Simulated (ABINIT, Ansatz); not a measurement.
# A GW chain in ABINIT: BaTiO3 (P4mm)

Wanted: ground state, empty states, screening and self-energy for BaTiO3 (P4mm).

Main program and level: ABINIT 10.8.3; PBE and many-body steps on it, plane waves.

Report form: the programs' logs are mostly left out.

The database entry behind the starting cell differs from later determinations by our own check (c/a about 0.6 % short), so it need not match the best structure at ambient conditions.

## Step 1: Starting point

The structure is tetragonal, space group P4mm (No. 99). The conventional cell has a = 4.000 Å, b = 4.000 Å, c = 4.018 Å, α = 90.00°, β = 90.00°, γ = 90.00°. Nearest to Ba lie 12 O at 2.79 to 2.88 Å. Nearest to Ti lie 6 O at 1.89 to 2.13 Å. O has 2 Ti at 1.89 to 2.13 Å and 4 Ba at 2.83 Å nearest. O has 2 Ti at 2.00 Å and 4 Ba at 2.79 to 2.88 Å nearest. Farther neighbours and most contacts between anions are not listed.

The cell and positions come from the Crystallography Open Database and are kept as given unless a step says otherwise. Spin-orbit coupling is left out unless a step names it.

## Step 2: Ground state

This step: ABINIT 10.8.3; DFT, PBE, plane waves, norm-conserving pseudopotentials.

The ground-state density comes first.

The input, run.abi:

```
acell 3*1.0 Angstrom
rprim 
  3.999800000000 0.000000000000 0.000000000000
  0.000000000000 3.999800000000 0.000000000000
  0.000000000000 0.000000000000 4.018000000000
ntypat 3
znucl 56 22 8
natom 5
typat 1 2 3 3 3
xred 
  0.000000000000 0.000000000000 0.000000000000
  0.500000000000 0.500000000000 0.490000000000
  0.500000000000 0.500000000000 0.019000000000
  0.500000000000 0.000000000000 0.517000000000
  0.000000000000 0.500000000000 0.517000000000
pp_dirpath "pseudos"
pseudos "Ba.upf, Ti.upf, O.upf"
ecut 38
ngkpt 6 6 6
nshiftk 1
shiftk 0 0 0
kptopt 1
chksymbreak 0
nband 26
occopt 1
tolvrs 1e-10
nstep 60
prtwf 0
optforces 0
optstress 0
indata_prefix "in"
outdata_prefix "out"
tmpdata_prefix "tmp"
```

Started as:

```
$ OMP_NUM_THREADS=1 mpirun -n 4 abinit run.abi > log
```

Wall time 62 s (4 MPI ranks of Arm Neoverse V2, shared host); peak memory 0.38 GiB; 4.1 min of CPU time.

This step gave:

```yaml
total_energy: -3738.4586 eV
gap: 1.826 eV
k_of_the_valence_top: 0.5, 0.5, 0.5
k_of_the_conduction_bottom: 0, 0, 0
least_direct_gap: 2.106 eV
```

The gap is indirect, with the least direct gap 0.28 eV higher.

## Step 3: Empty states on the mesh, 4×4×4 mesh, 269 bands

The sums over transitions need many empty states on a uniform mesh; this step solves for them.

run.abi: that of step 2 with these lines changed.

```diff
@@ -18,3 +18,3 @@
 ecut 38
-ngkpt 6 6 6
+ngkpt 4 4 4
 nshiftk 1
@@ -23,9 +23,10 @@
 chksymbreak 0
-nband 26
+irdden 1
+istwfk *1
+nband 269
+prtvol 0
+optdriver 6
+gwr_task "HDIAGO"
+paral_kgb 0
 occopt 1
-tolvrs 1e-10
-nstep 60
-prtwf 0
-optforces 0
-optstress 0
 indata_prefix "in"
```

Wall time 5.1 min (4 MPI ranks); peak memory 5.3 GiB.

This step gave:

```
gap                                                           : 1.826 eV
k of the valence top                                          : 0.5, 0.5, 0.5
k of the conduction bottom                                    : 0, 0, 0
least direct gap                                              : 2.106 eV
k points computed                                             : 18
lowest point of the top converged band, above the valence top : 125.6117 eV
```

On this mesh the gap is 1.826 eV.

## Step 4: Screening, 4×4×4 mesh, 261 bands, screening to 217.7 eV

The RPA dielectric matrix is built and inverted for each q.

This step: RPA screening on PBE, plane waves, norm-conserving pseudopotentials.

run.abi: that of step 3 with these lines changed.

```diff
@@ -23,10 +23,11 @@
 chksymbreak 0
-irdden 1
 istwfk *1
-nband 269
-prtvol 0
-optdriver 6
-gwr_task "HDIAGO"
-paral_kgb 0
 occopt 1
+irdwfk 1
+optdriver 3
+nband 261
+ecuteps 8
+inclvkb 2
+awtr 1
+symchi 1
 indata_prefix "in"
```

It took 8.7 min on 4 MPI ranks; peak memory 3.8 GiB; 35 min of CPU time.

Numbers from this step:

* ε∞ with local fields, on this mesh, along the program's q direction: 6.166
* the same without local fields: 6.746
* plasma frequency: 29.29 eV
* plane waves in the screening matrix: 461

Local fields lower ε∞ by 9 %. On a Γ-centred mesh this coarse the value itself is usually too large, while a short band sum pulls it down.

## Step 5: Self-energy, 4×4×4 mesh, 261 bands, screening to 217.7 eV

The self-energy is evaluated for the states that the input lists, and the levels follow from it, in one-shot runs by the linearised quasiparticle equation.

This step: G0W0 on PBE, plane waves, norm-conserving pseudopotentials.

run.abi: that of step 4 with these lines changed.

```diff
@@ -26,8 +26,17 @@
 irdwfk 1
-optdriver 3
+optdriver 4
 nband 261
+gwcalctyp 0
+ecutsigx 38
+symsigma 1
+nkptgw 2
+kptgw 
+  0.5000000000 0.5000000000 0.5000000000
+  0.0000000000 0.0000000000 0.0000000000
+bdgw 
+  18 23
+  19 23
 ecuteps 8
-inclvkb 2
-awtr 1
-symchi 1
+irdscr 1
+ppmodel 1
 indata_prefix "in"
```

The job ended after 1.8 min (4 MPI ranks; peak memory 3.9 GiB; 7.1 min of CPU time).

Numbers from this step:

```yaml
g0w0_gap_on_the_points_computed: 3.263 eV
starting_gap_on_the_mesh: 1.826 eV
k_of_the_valence_top: 0.5, 0.5, 0.5
k_of_the_conduction_bottom: 0, 0, 0
z_at_the_valence_top: 0.759
z_at_the_conduction_bottom: 0.775
least_direct_g0w0_gap_on_the_computed_points: 3.563 eV
```

The gap on the mesh goes from 1.83 eV to 3.26 eV, a correction of +1.44 eV.

Limits: finite bands, cutoff and mesh; no spin-orbit coupling; coarse k mesh. v1 is the top filled band, c1 the lowest empty one. The levels before and after the correction (eV, zero at the valence-band top of each column):

```csv
,conduction bottom,valence top
Kohn-Sham,1.83,0.00
G0W0,3.26,0.00
```

```csv
,level,energy (eV)
Kohn-Sham,(0.5 0.5 0.5) v3-v2,-0.084
Kohn-Sham,(0.5 0.5 0.5) v1,0.000
Kohn-Sham,(0.5 0.5 0.5) c1-c2,4.212
Kohn-Sham,(0.5 0.5 0.5) c3,4.213
Kohn-Sham,Γ v2-v1,-0.280
Kohn-Sham,Γ c1,1.826
Kohn-Sham,Γ c2-c3,2.038
G0W0,(0.5 0.5 0.5) v3-v2,-0.103
G0W0,(0.5 0.5 0.5) v1,0.000
G0W0,(0.5 0.5 0.5) c1-c2,5.961
G0W0,(0.5 0.5 0.5) c3,5.931
G0W0,Γ v2-v1,-0.300
G0W0,Γ c1,3.263
G0W0,Γ c2-c3,3.482
```

## Step 6: Where the time went

Times are wall times on 4 MPI ranks of Arm Neoverse V2, shared host, good to a factor of about two.

```csv
step,time,share,memory (GiB)
ground state,62 s,6 %,0.38
empty states on the mesh,5.1 min,31 %,5.3
screening,8.7 min,52 %,3.8
self-energy,1.8 min,11 %,3.9
```

## Step 7: What came out

- PBE gap: 1.83 eV, indirect
- G0W0 gap on the mesh: 3.26 eV
- GW settings: 4×4×4 mesh, 261 bands, screening to 217.7 eV, Godby-Needs plasmon pole
- known limits: not at the basis limit; no spin-orbit coupling; coarse k mesh

**Reading.** G0W0 moves the gap on the mesh from 1.83 eV to 3.26 eV (+1.44 eV), with Z of 0.76 and 0.78 at the edges. Local fields lower the RPA ε∞ on this mesh from 6.75 to 6.17; a Γ-centred mesh this coarse tends to raise both, most where the direct gap is narrow, while a short band sum lowers them. Only 2 of the mesh's irreducible points were corrected, so a valley elsewhere could overtake. The dearest step here is «screening». Bands and cutoff are finite, so the gap is not at the basis limit. The miss can reach some tenths of an eV and take either sign; the mesh is an error of its own. In the G0W0 run levels were corrected at 2 k points alone, so a gap called «on the mesh» is the least over those, and an edge elsewhere would be missed. The 4×4×4 mesh is coarse for this cell, which bears on the long-range parts of exchange and screening. The many-body steps are scalar-relativistic: spin-orbit coupling is not in them.

[Paths, hosts, dates, memory and timing lines, banners, echoed tables and standing remarks are left out of the program output.]

[Logs are printed without paths, hosts, clocks, repeated set-up lines and the standing remarks that a program may print on its own settings, such as how far it seeks lower states.]

[Runs of the session that timed out or met a known fault of the program may be left out.]

[Hosts, paths, dates, database ids (printed as entryN), source tags and the programs' standing remarks are cut or masked in the printed files.]

[G0W0 gaps are taken among the corrected bands and points alone; a level outside them can change the order at an edge.]

[Where Ansatz stands beside ABINIT at settings called matched, ABINIT's density can come from a denser mesh and the files from another edition; pairs whose starting gaps differed by over 0.03 eV were left out, so agreement reads better than it is.]
